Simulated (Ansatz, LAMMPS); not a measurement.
# Structural relaxation of a frame of liquid ethanol from 300 K (108 atoms)

How does a frame of liquid ethanol from 300 K (108 atoms) relax, and what do bonds, charges and levels look like afterwards?

Calculated with Ansatz 0.2.0; Kohn-Sham DFT, PBE+D4, PAW (set soft_2), plane waves.

This is a report of a sequence of runs, with most program output left out.

## 1. Set-up

The cell holds 108 atoms: 24 C, 12 O and 72 H. Cell: a = 10.513 Å, b = 10.513 Å, c = 10.513 Å, α = 90.0°, β = 90.0°, γ = 90.0°. 12 ethanol placed at random, at 0.79 g/cm³; overlaps pushed apart, then 10 ps at 450 K with MMFF94 bonds, angles, torsions, charges and radii (Halgren, J. Comput. Chem. 17, 490 (1996)) in harmonic and 12-6 forms. Snapshot after 20 ps at 300 K and fixed volume.

What the set-up can't give: The network of contacts between molecules at the start is that of the classical potential that made the cell. The density was typed from a rule of thumb and may lie off the real one at this temperature. Only the Γ point is sampled, in a cell whose shortest periodic width is 11 Å.

## 2. Making the structure

A classical potential supplies the starting structure, since it reaches far longer times than DFT.

This step: classical MD, MMFF94 bonds, angles, torsions, charges and radii (Halgren, J. Comput. Chem. 17, 490 (1996)) in harmonic and 12-6 forms (LAMMPS 22 Jul 2025 - Update 4).

File in.lmp:

```
# liquid ethanol
units real
atom_style full
boundary p p p
bond_style harmonic
angle_style harmonic
dihedral_style opls
improper_style harmonic
special_bonds lj 0 0 0.5 coul 0 0 0.75
read_data data.lmp
neigh_modify delay 0 every 1 check yes one 4000
comm_modify cutoff 12.0
timestep 0.5
thermo_style custom step time temp pe press density
thermo_modify norm yes
# push overlapping molecules apart
pair_style soft 2.6
pair_coeff * * 0.0
variable a equal ramp(1,60)
fix ad all adapt 1 pair soft a * * v_a
velocity all create 450 127455 mom yes dist gaussian
fix lim all nve/limit 0.03
fix lan all langevin 450 450 50 127456 zero yes
thermo 1000
run 3000 post no
unfix ad
pair_style lj/cut/coul/long 9.0
pair_modify mix arithmetic tail yes
pair_coeff 1 1 0.0678 3.3680   # C
pair_coeff 2 2 0.0763 3.0430   # O
pair_coeff 3 3 0.0216 2.5400   # H
pair_coeff 4 4 0.0100 1.2000   # H
kspace_style pppm 1.0e-4
thermo 100
# [... 16 lines left out ...]
compute msd all msd com yes
thermo 5000
fix md all nvt temp 300 300 100
run 20000 post no
print "== T300: mean square displacement over the hold $(c_msd[4]:%.2f) A^2"
unfix md
uncompute msd
write_dump all custom T300.dump id type xs ys zs modify sort id
```

Started as:

```bash
$ lmp -in in.lmp -log none -nocite
```

Wall time 17 s (1 thread of Arm Neoverse V1, shared host); peak memory 0.12 GiB.

The input also reads data.lmp (atoms, bonds and types; not printed here).

## 3. Single point at the start

The forces at the start show how far the geometry lies from a minimum of this functional.

File input.yaml:

```yaml
crystal:
  lattice:
    - [10.51326, 0.0, 0.0]
    - [0.0, 10.51326, 0.0]
    - [0.0, 0.0, 10.51326]
  atoms:
    - { symbol: C, position: [0.7732, 0.63809, 0.8934] }
    - { symbol: C, position: [0.7347, 0.63768, 0.0314] }
    - { symbol: O, position: [0.79309, 0.53779, 0.1067] }
    - { symbol: H, position: [0.87787, 0.64011, 0.88916] }
    - { symbol: H, position: [0.74966, 0.55114, 0.84663] }
    - { symbol: H, position: [0.72584, 0.72512, 0.84034] }
    - { symbol: H, position: [0.75326, 0.72653, 0.08217] }
    - { symbol: H, position: [0.62552, 0.62274, 0.03002] }
    - { symbol: H, position: [0.76043, 0.4591, 0.06548] }
    - { symbol: C, position: [0.78072, 0.59101, 0.5361] }
    - { symbol: C, position: [0.78547, 0.4489, 0.5149] }
    - { symbol: O, position: [0.90939, 0.41656, 0.47063] }
    - { symbol: H, position: [0.67705, 0.61711, 0.55646] }
    - { symbol: H, position: [0.8335, 0.61793, 0.61898] }
    - { symbol: H, position: [0.8181, 0.64518, 0.45542] }
    - { symbol: H, position: [0.78337, 0.39597, 0.6033] }
    - { symbol: H, position: [0.71079, 0.41952, 0.45139] }
    - { symbol: H, position: [0.91555, 0.45529, 0.38961] }
    - { symbol: C, position: [0.23687, 0.06099, 0.40692] }
    - { symbol: C, position: [0.3704, 0.11083, 0.3781] }
    - { symbol: O, position: [0.42771, 0.06383, 0.26391] }
    - { symbol: H, position: [0.23054, 0.96266, 0.40652] }
    - { symbol: H, position: [0.20154, 0.09664, 0.49457] }
    - { symbol: H, position: [0.17395, 0.09171, 0.32577] }
    - { symbol: H, position: [0.36625, 0.21261, 0.37269] }
    - { symbol: H, position: [0.43275, 0.08657, 0.4534] }
    - { symbol: H, position: [0.41856, 0.96802, 0.2734] }
    - { symbol: C, position: [0.7916, 0.12158, 0.16507] }
    - { symbol: C, position: [0.71269, 0.24462, 0.15007] }
    - { symbol: O, position: [0.69621, 0.27798, 0.02298] }
    - { symbol: H, position: [0.8861, 0.12959, 0.12588] }
    - { symbol: H, position: [0.79062, 0.09454, 0.26562] }
    - { symbol: H, position: [0.75976, 0.04118, 0.11101] }
    - { symbol: H, position: [0.62666, 0.228, 0.19574] }
    - { symbol: H, position: [0.76021, 0.32814, 0.1945] }
    - { symbol: H, position: [0.63504, 0.21975, 0.98431] }
    - { symbol: C, position: [0.1307, 0.70193, 0.67119] }
    - { symbol: C, position: [0.18794, 0.66608, 0.5483] }
    - { symbol: O, position: [0.31144, 0.72726, 0.55095] }
    - { symbol: H, position: [0.18728, 0.6657, 0.75178] }
    - { symbol: H, position: [0.11164, 0.80159, 0.68138] }
    - { symbol: H, position: [0.03785, 0.64953, 0.67298] }
    - { symbol: H, position: [0.19431, 0.56266, 0.53177] }
    - { symbol: H, position: [0.12614, 0.71277, 0.47646] }
    - { symbol: H, position: [0.34374, 0.70362, 0.63695] }
    - { symbol: C, position: [0.50125, 0.95262, 0.77463] }
    - { symbol: C, position: [0.5408, 0.0141, 0.89793] }
    - { symbol: O, position: [0.60882, 0.12173, 0.87005] }
    - { symbol: H, position: [0.41607, 0.89276, 0.78003] }
    - { symbol: H, position: [0.49194, 0.0211, 0.7002] }
    - { symbol: H, position: [0.57109, 0.88554, 0.75445] }
    - { symbol: H, position: [0.45532, 0.04496, 0.95456] }
    - { symbol: H, position: [0.59192, 0.95308, 0.96032] }
    - { symbol: H, position: [0.68538, 0.09043, 0.82664] }
    - { symbol: C, position: [0.58217, 0.73572, 0.2947] }
    - { symbol: C, position: [0.44782, 0.68052, 0.28063] }
    - { symbol: O, position: [0.36601, 0.79286, 0.2865] }
    - { symbol: H, position: [0.59702, 0.77242, 0.39202] }
    - { symbol: H, position: [0.6603, 0.66692, 0.28484] }
    - { symbol: H, position: [0.60027, 0.81703, 0.22803] }
    - { symbol: H, position: [0.43489, 0.63179, 0.18932] }
    - { symbol: H, position: [0.42371, 0.61064, 0.35006] }
    - { symbol: H, position: [0.34567, 0.79894, 0.37788] }
    - { symbol: C, position: [0.80632, 0.96038, 0.51041] }
    - { symbol: C, position: [0.86261, 0.95271, 0.64336] }
    - { symbol: O, position: [0.80267, 0.02794, 0.73407] }
    - { symbol: H, position: [0.70971, 0.98085, 0.51522] }
    - { symbol: H, position: [0.8495, 0.0369, 0.46449] }
    - { symbol: H, position: [0.82001, 0.87215, 0.45106] }
    - { symbol: H, position: [0.84714, 0.85426, 0.6731] }
    - { symbol: H, position: [0.96135, 0.98614, 0.64513] }
    - { symbol: H, position: [0.83729, 0.11338, 0.71423] }
    - { symbol: C, position: [0.0721, 0.20341, 0.81898] }
    - { symbol: C, position: [0.0672, 0.2842, 0.70385] }
    - { symbol: O, position: [0.9588, 0.2373, 0.63334] }
    - { symbol: H, position: [0.12999, 0.12094, 0.78556] }
    - { symbol: H, position: [0.12772, 0.24447, 0.89895] }
    - { symbol: H, position: [0.98014, 0.1775, 0.85918] }
    [... 24 atom lines left out ...]
    - { symbol: H, position: [0.17951, 0.32696, 0.28797] }
    - { symbol: H, position: [0.24688, 0.32256, 0.13936] }
    - { symbol: H, position: [0.25869, 0.45925, 0.24044] }
    - { symbol: H, position: [0.1139, 0.48206, 0.04728] }
    - { symbol: H, position: [0.02857, 0.35672, 0.10081] }
    - { symbol: H, position: [0.9395, 0.55027, 0.17698] }
kpoints:
  mp_grid: { grid: [1, 1, 1] }
hamiltonian:
  xc: pbe
  dispersion: d4
scf:
  occupations: { method: fixed }
output:
  forces: true
  stress: true
  populations: intrinsic
  dos:
    method: { smearing: { sigma: 0.08 } }
    de: 0.1
    projected: { site_lists: { C: [C], H: [H], O: [O] } }
  eigenvalues: true
```

Started as:

```bash
$ ansatz run input.yaml --threads 4 --pin off --max-ram 8192MiB --backend cpu --events-out ev --progress --plain --runs-dir out
```

The job ended after 12 s (4 threads of Arm Neoverse V1, shared host; peak memory 1.1 GiB; 45 s of CPU time).

Read from the output:

```
free energy                                      : -13985.4939 eV
free energy per atom                             : -129.4953 eV/atom
SCF cycles                                       : 9
pressure                                         : 2.108 GPa
r.m.s. force component                           : 0.848 eV/Å
longest force                                    : 3.232 eV/Å
Fermi energy                                     : -1.745 eV
gap (highest filled to lowest empty level) : 4.556 eV
```

The r.m.s. force component of 0.85 eV/Å and the pressure of 2.1 GPa set the starting point.

Length of the force by element:

```
element  coordination  atoms  mean length of the force (eV/Å)  spread  least  most
      C           all     24                             2.05   0.723  0.671  3.23
      H           all     72                            0.955   0.604  0.121  2.43
      O           all     12                             1.43   0.523  0.511  2.12
```

## 4. Relaxation

The atoms are relaxed in the fixed cell, aiming at the force tolerance of the input.

input.yaml, the sections that differ from step 3:

```yaml
output:
  forces: true
relax:
  f_tol: 0.05
  max_steps: 200
# crystal, kpoints, hamiltonian, scf: as in step 3
```

The job ended after 3.4 min (4 threads; peak memory 1 GiB).

Step by step (22 of 34):

| step | energy less that of the first step (eV) | largest force component (eV/Å) |
| --- | --- | --- |
| 1 | 0.0000 | 3.1204 |
| 3 | -4.2012 | 0.4672 |
| 4 | -4.5137 | 0.1981 |
| 6 | -4.7427 | 0.1933 |
| 7 | -4.8127 | 0.1988 |
| 9 | -4.8980 | 0.2390 |
| 10 | -4.9261 | 0.2412 |
| 12 | -4.9754 | 0.0926 |
| 14 | -4.9966 | 0.1690 |
| 15 | -5.0071 | 0.2190 |
| 17 | -5.0240 | 0.2437 |
| 18 | -5.0302 | 0.2431 |
| 20 | -5.0419 | 0.1360 |
| 21 | -5.0483 | 0.1167 |
| 23 | -5.0564 | 0.1831 |
| 25 | -5.0686 | 0.1490 |
| 26 | -5.0716 | 0.1314 |
| 28 | -5.0791 | 0.0795 |
| 29 | -5.0782 | 0.1569 |
| 31 | -5.0833 | 0.0607 |
| 32 | -5.0841 | 0.0480 |
| 34 | -5.0855 | 0.0211 |

Relaxation step 29 was tried and not accepted.

The atoms that moved most (Å):

| atom | dx | dy | dz | length |
| --- | --- | --- | --- | --- |
| H98 | -1.122 | -1.490 | 0.770 | 2.018 |
| H51 | -0.736 | 1.611 | -0.683 | 1.898 |
| H50 | -1.221 | 1.326 | 0.245 | 1.819 |
| H70 | -1.306 | 0.850 | 0.895 | 1.797 |
| H85 | 1.544 | 0.340 | -0.712 | 1.734 |
| H6 | 1.030 | -1.317 | -0.185 | 1.682 |
| H87 | 0.855 | 1.370 | -0.127 | 1.620 |
| H35 | -0.642 | -1.157 | 0.879 | 1.589 |

The relaxation changed the energy by -47.1 meV/atom, and atoms moved by 0.93 Å r.m.s., 2.0 Å at most.

## 5. Distances and neighbours after relaxation

Bonds before and after, by the cutoffs listed below:

| pair | bonds before | bonds after | mean before (Å) | mean after (Å) | spread before (Å) | spread after (Å) |
| --- | --- | --- | --- | --- | --- | --- |
| H-C | 60 | 60 | 1.092 | 1.100 | 0.030 | 0.002 |
| H-O | 12 | 12 | 0.981 | 0.995 | 0.019 | 0.008 |
| C-C | 12 | 12 | 1.508 | 1.520 | 0.027 | 0.003 |
| C-O | 12 | 12 | 1.430 | 1.435 | 0.034 | 0.005 |

Density 0.79 g/cm³, 10.76 Å³ an atom.

g(r), total and by pair (bins of 0.2 Å):

| r (Å) | total | H-H | H-C | H-O | C-C | C-O | O-O |
| --- | --- | --- | --- | --- | --- | --- | --- |
| 0.90 | 0.58 | 0.00 | 0.00 | 3.94 | 0.00 | 0.00 | 0.00 |
| 1.10 | 4.37 | 0.00 | 13.49 | 2.54 | 0.00 | 0.00 | 0.00 |
| 1.30 | 0.00 | 0.00 | 0.00 | 0.00 | 0.00 | 0.00 | 0.00 |
| 1.50 | 0.88 | 0.00 | 0.00 | 0.00 | 8.30 | 9.50 | 0.00 |
| 1.70 | 1.43 | 2.71 | 0.00 | 1.50 | 0.00 | 0.00 | 0.00 |
| 1.90 | 0.29 | 0.00 | 0.69 | 0.59 | 0.00 | 0.00 | 0.00 |
| 2.10 | 1.51 | 0.04 | 3.53 | 3.04 | 0.00 | 0.00 | 0.00 |
| 2.30 | 0.35 | 0.80 | 0.00 | 0.00 | 0.00 | 0.00 | 0.00 |
| 2.50 | 1.06 | 1.97 | 0.04 | 0.08 | 0.00 | 3.18 | 0.00 |
| 2.70 | 1.06 | 1.07 | 0.66 | 2.03 | 0.00 | 0.00 | 7.13 |
| 2.90 | 0.62 | 0.96 | 0.19 | 0.70 | 0.00 | 0.00 | 3.11 |
| 3.10 | 0.75 | 1.27 | 0.41 | 0.43 | 0.00 | 0.00 | 0.00 |
| 3.30 | 0.92 | 0.81 | 1.01 | 1.55 | 0.00 | 0.58 | 0.00 |
| 3.50 | 0.94 | 0.68 | 1.10 | 1.50 | 0.00 | 1.71 | 0.00 |
| 3.70 | 0.87 | 0.85 | 0.88 | 0.66 | 0.11 | 2.60 | 0.00 |
| 3.90 | 0.98 | 0.99 | 1.09 | 0.46 | 1.76 | 1.17 | 0.85 |
| 4.10 | 0.87 | 0.87 | 0.83 | 0.93 | 1.16 | 0.96 | 0.00 |
| 4.30 | 1.02 | 0.99 | 0.94 | 1.09 | 1.73 | 0.69 | 1.73 |
| 4.50 | 1.11 | 1.11 | 1.07 | 1.24 | 1.75 | 0.55 | 0.62 |
| 4.70 | 1.06 | 0.97 | 1.14 | 1.17 | 1.17 | 1.01 | 0.59 |
| 4.90 | 1.07 | 1.08 | 1.27 | 0.69 | 1.26 | 0.87 | 1.07 |
| 5.10 | 1.06 | 1.08 | 1.11 | 0.99 | 1.16 | 0.99 | 0.24 |

Bonds by pair of elements; cutoffs follow the first minimum of g(r), held within bounds set by covalent radii, and pairs that aren't listed don't count as bonded:

```
pair A-B  cutoff (Å)  bonds  mean length (Å)  spread (Å)  shortest (Å)  B about A  A about B
     H-C        1.34     60              1.1       0.002          1.10      0.833        2.5
     H-O        1.21     12            0.995       0.008         0.982      0.167          1
     C-C        1.85     12             1.52       0.003          1.51          1          1
     C-O        1.73     12             1.44       0.005          1.43        0.5          1
```

How many atoms have how many bonded neighbours:

```csv
element,mean,1,2,4
C,4,0,0,24
H,1,72,0,0
O,2,0,12,0
```

Bond angles (no mean is given where the spread exceeds 20°):

```csv
angle,count,mean (°),spread (°)
C-C-H,60,111,0.4
H-C-H,48,108,0.5
H-C-O,24,108,1.7
C-C-O,12,112,1.5
C-O-H,12,108,0.9
```

With the cutoffs above, all C atoms have 4, all H atoms have 1 and all O atoms have 2 bonded neighbours. The C-C-H angle averages 111° with a spread of 0.4°.

[end of part 1 of 2]

[Logs are printed without paths, hosts, clocks, repeated set-up lines and the standing remarks that a program may print on its own settings, such as how far it seeks lower states.]

[Hosts, paths, dates, database ids (printed as entryN), source tags and the programs' standing remarks are cut or masked in the printed files.]

[The MMFF94 radii named for the starting cell were scaled by 0.96; in molecules described by MMFF94, hydrogen bound to N, O or S took a small fixed 12-6 site in their place.]
